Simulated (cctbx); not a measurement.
# Symmetry from intensities

Cell: a = 14.5180 Å, b = 15.8420 Å, c = 3.9080 Å, α = 90.00°, β = 90.00°, γ = 90.00°. Expected content of the cell: Ce16 Ga20 F8.

The data are simulated with cctbx, not measured: synchrotron X-rays, λ = 0.6889 Å, to d = 0.8 Å, 95 % of the full sphere, strongest reflection 70000 counts, noise from counting, a 4 % proportional error and a noise floor of 4 counts (s.d.); no absorption.

Tests on the unmerged data give:

```text
6977 reflections to d = 0.800 A
centring   violations  <I/sigma> of those
    A       1520 of  3515      7.4
    B       1521 of  3483      7.5
    C          1 of  3486     -0.0
    I       1461 of  3489      7.1
    R       2027 of  4658      7.5
    F       1521 of  5242      5.0
Laue class    unique    Rint  (classes that these axes allow; Friedel mates merged)
C 1 2/m 1         961   0.031
C 2/m 1 1         963   0.031
C m m m           573   0.033
space group    extra absences  I>4sigma  <I/sigma>
C 2 2 2                 0          0         -  acentric
C m m 2                 0          0         -  acentric
C 2 m m                 0          0         -  acentric
C m 2 m                 0          0         -  acentric
C m m m                 0          0         -  centric
Wilson B = 1.23 A^2   <|E^2-1|> = 1.023 (0.968 centric, 0.736 acentric)   E^2>4: 4.9 %
shell (A)         n   <I/sigma>
10.70 - 1.60     87     35.3
 1.60 - 1.27     71     37.5
 1.27 - 1.11     75     35.9
 1.11 - 1.01     66     33.4
 1.01 - 0.94     71     32.9
 0.94 - 0.88     69     34.4
 0.88 - 0.84     64     31.1
 0.84 - 0.80     70     29.1
```

**Question.** What are the lattice type, the Laue class and the likely space group?

The reflections that C centring forbids are absent (⟨I/σ⟩ near 0), so the lattice is C.

Rint stays low (0.031 to 0.033) up to C m m m, the highest class in these axes.

5 settings pass the absence test. No glide or screw absences show, which leaves C 2 2 2, C m m 2, C 2 m m, C m 2 m and C m m m.

⟨|E²−1|⟩ = 1.023 leans to a centrosymmetric structure. The Wilson B of 1.23 Å² means U ≈ 0.0156 Å².

The true group is Cmmm (no. 65), Laue class mmm, centrosymmetric. The tables only narrow the choice to the tied entries; cell content, site symmetry and trial solutions must settle it.

This is a model crystal, built by substitution and not relaxed, with assumed displacement parameters.

[Logs are printed without paths, hosts, clocks, repeated set-up lines and the standing remarks that a program may print on its own settings, such as how far it seeks lower states.]
